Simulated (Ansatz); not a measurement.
# Ta(110) slab, 5 layers: relaxing the cell for a phonon run, part 2 of 2

Task: relax Ta(110) slab, 5 layers tightly.

Ansatz 0.2.0; DFT PBE, scalar-relativistic, plane waves, PAW.

So far. Step 2 (A coarse first look): The coarse mesh shows no gap.

### Step 4. Relaxing to small forces for the phonons

Phonons need a cell at rest on their own settings, so the relaxation is repeated with tight tolerances on forces and stress, using the mesh and the filling of the phonon run that follows.

The input, input.yaml:

```yaml
crystal:
  lattice:
    - [1.6340702695, 2.3142474281, 0.0]
    - [-1.6340702695, 2.3142474281, 0.0]
    - [0.0, 0.0, 42.4675810856]
  atoms:
    - { symbol: Ta, position: [0.0, 0.0, 0.1530466391] }
    - { symbol: Ta, position: [0.5, 0.5, 0.2070081793] }
    - { symbol: Ta, position: [0.0, 0.0, 0.2629512846] }
    - { symbol: Ta, position: [0.5, 0.5, 0.3188943899] }
    - { symbol: Ta, position: [0.0, 0.0, 0.3728559301] }
  periodic: [true, true, false]
kpoints:
  mp_grid: { grid: [16, 16, 1] }
hamiltonian:
  xc: pbe
scf:
  occupations: { method: methfessel_paxton, width: 0.2 }
output:
  forces: true
  stress: true
  eigenvalues: true
  write_density: true
  write_potential: true
  elf: true
  volumetric_format: npy
relax:
  adjacent_minimum: "off"
  f_tol: 0.001
  max_steps: 60
  cell: { stress_2d_tol: 0.002 }
```

Command:

```
$ ansatz run input.yaml --threads 8 --pin off --max-ram 14336MiB --backend cpu --events-out ev --progress --plain --runs-dir out
```

Numbers of over 12 decimals in the logs are rounded to 6 here.

What it wrote:

```text
[...]
Crystal: 5 atoms, lattice volume = 321.194 Å³
Basis set: ecut = 420 eV, 6319 PW (Γ), exchange–correlation on 40×40×576 points (8 copies of the dense FFT grid, shifted against one another)
Bands: 39, of which v1, the nominal top of the filled ones, is band 33 counted from 1 (32 counted from 0)
Symmetry: 8 space group operations
[...]
k-points: 73 of 256
[...]
--- Relaxed structure (6 steps of the walk, 6 accepted, 2 SCFs on fresh bases) ---
[...]
cell:  # Å, volume = 322.7350 Å³
    - [1.642250, 2.313765, 0.0]
    - [-1.642250, 2.313765, 0.0]
    - [0.0, 0.0, 42.4675810856]
  atoms:
    - { symbol: Ta, position: [0, 0, 0.153616] }
    - { symbol: Ta, position: [0.5, 0.5, 0.207228] }
    - { symbol: Ta, position: [0, 0, 0.262951] }
    - { symbol: Ta, position: [0.5, 0.5, 0.318675] }
    - { symbol: Ta, position: [0, 0, 0.372286] }
[key lines of the parts left out:]
SCF converged after 11 iterations
Free energy (F): -49658.967052 eV
Fermi energy:    -4.781450 eV
P = ½ c Tr σ = -0.0000 N/m
```

The job ended after 2.5 min (8 threads of Arm Neoverse N1, shared host; peak memory 1.4 GiB; 20 min of CPU time).

The steps of the relaxation:

```csv
step,energy less that of the first step (eV),largest force component (eV/Å),volume (Å³)
1,0.0000,0.0273,321.19
2,-0.0004,0.0401,322.68
3,-0.0011,0.0068,322.83
4,-0.0011,0.0016,322.73
5,-0.0011,0.0000,322.73
6*,-0.0012,0.0000,322.73
7,-0.0012,0.0000,322.73
8*,-0.0012,0.0000,322.73
```

Relaxation steps marked * repeat the geometry before them on a plane-wave basis chosen anew for their cell, so energy and pressure can jump there.

Forces are held to the 8 operations that the run works with; a distortion that breaks them can't arise in this run.

```csv
cell as run,before,after,change
a (Å),2.833,2.837,+0.2 %
b (Å),2.833,2.837,+0.2 %
γ (°),70.45,70.73,+0.4 %
```

The atoms that moved most (Å, along periodic axes as changes of fractional coordinates times the final cell, across vacuum about the mean position):

```csv
atom,dx,dy,dz,length
Ta1,0.000,0.000,0.024,0.024
Ta5,0.000,0.000,-0.024,0.024
Ta2,0.000,0.000,0.009,0.009
Ta4,0.000,0.000,-0.009,0.009
```

The relaxed structure:

```
Ta
1.0
     1.64225    2.31377    0.00000
    -1.64225    2.31377    0.00000
     0.00000    0.00000   42.46758
Ta
5
Cartesian
  0.0000 0.0000 6.5237
  0.0000 2.3138 8.8005
  0.0000 0.0000 11.1669
  0.0000 2.3138 13.5333
  0.0000 0.0000 15.8101
```

Numbers from this step:

| Item | Value |
| --- | --- |
| area per atom | 1.52 Å² |

Electrostatic potential energy in the ac plane at fractional y = 0.000, with atoms of Ta within 0.2 Å of it. With pseudopotentials it is smooth inside the atoms' cores, unlike the true potential.

Ten even steps from '0' (-45 eV) to '9' (0 eV), each cell a mean:
```
999999999999999
999999999999999
999999999999999
999999999999999
999999999999999
999999999999999
999999999999999
999999999999999
999999999999999
999999999999999
999999999999999
999999999999999
999999999999999
999999999999999
334567888876543
334467888876443
998888888888889
000146788764100
777888888888877
666778888887766
011246788764211
999999999999999
999999999999999
999999999999999
```
Columns run along a (2.8 Å; values clipped at the 3rd and 97th percentile), rows up along c (42.5 Å). Atoms in or near the plane, at fractional coordinates: Ta at (0.00, 0.15), Ta at (0.00, 0.26), Ta at (0.00, 0.37).

Valence density in the ac plane at fractional y = 0.000, with atoms of Ta within 0.2 Å of it. It is the smooth field of the valence electrons, not physical close to the nuclei.

Ten steps, logarithmic in the rise over the least value, from '_' (0.0 e/Å³) to '@' (3.3 e/Å³), each cell a mean:
```
______________________________
______________________________
______________________________
______________________________
______________________________
______________________________
______________________________
______________________________
______________________________
______________________________
______________________________
______________________________
______________________________
______________________________
%%%%%%##**++==----==++**##%%%%
%%%%%%%%**++++====++++**%%%%%%
==============================
@@@@@@@@##**++====++**##@@@@@@
****++++================++++**
####****++++========++++****##
@@@@@@%%##++========++##%%@@@@
..............................
______________________________
______________________________
```
Columns run along a (2.8 Å), rows up along c (42.5 Å). Atoms in or near the plane, at fractional coordinates: Ta at (0.00, 0.15), Ta at (0.00, 0.26), Ta at (0.00, 0.37).

ELF in the ac plane at fractional y = 0.000, with atoms of Ta within 0.2 Å of it. It is the smooth field of the valence electrons, not physical close to the nuclei.

Ten even steps from '0' (0.00) to '9' (0.57), each cell a mean:
```
000000000000000
000000000000000
000000000000000
000000000000000
000000000000000
000000000000000
000000000000000
000000000000000
000000000000000
000000000000000
000000000000000
000000000000000
000000000000000
000111122111100
566654466445666
778876677667887
776666666666667
789974466447998
776656777765667
887666677666678
679974466447997
111122333322111
000000000000000
000000000000000
```
Columns run along a (2.8 Å), rows up along c (42.5 Å). Atoms in or near the plane, at fractional coordinates: Ta at (0.00, 0.15), Ta at (0.00, 0.26), Ta at (0.00, 0.37).

The largest force component left is 0.017 meV/Å, within the tolerances set.

### Step 5. Outcome

* space group after relaxation (within 0.01 Å): Cmmm
* lattice constant a: 2.837 Å
* lattice constant b: 2.837 Å
* area per atom: 1.52 Å²

The largest force component left is 0.017 meV/Å, within the tolerances set. The relaxation keeps the symmetry of its start, so it says nothing on stability against lower symmetry. Spin-orbit coupling is left out, which can matter for the heavy elements here. The starting cell was built on a prototype and not taken from a measurement.

[Logs are printed without paths, hosts, clocks, repeated set-up lines and the standing remarks that a program may print on its own settings, such as how far it seeks lower states.]

[Hosts, paths, dates, database ids (printed as entryN), source tags and the programs' standing remarks are cut or masked in the printed files.]
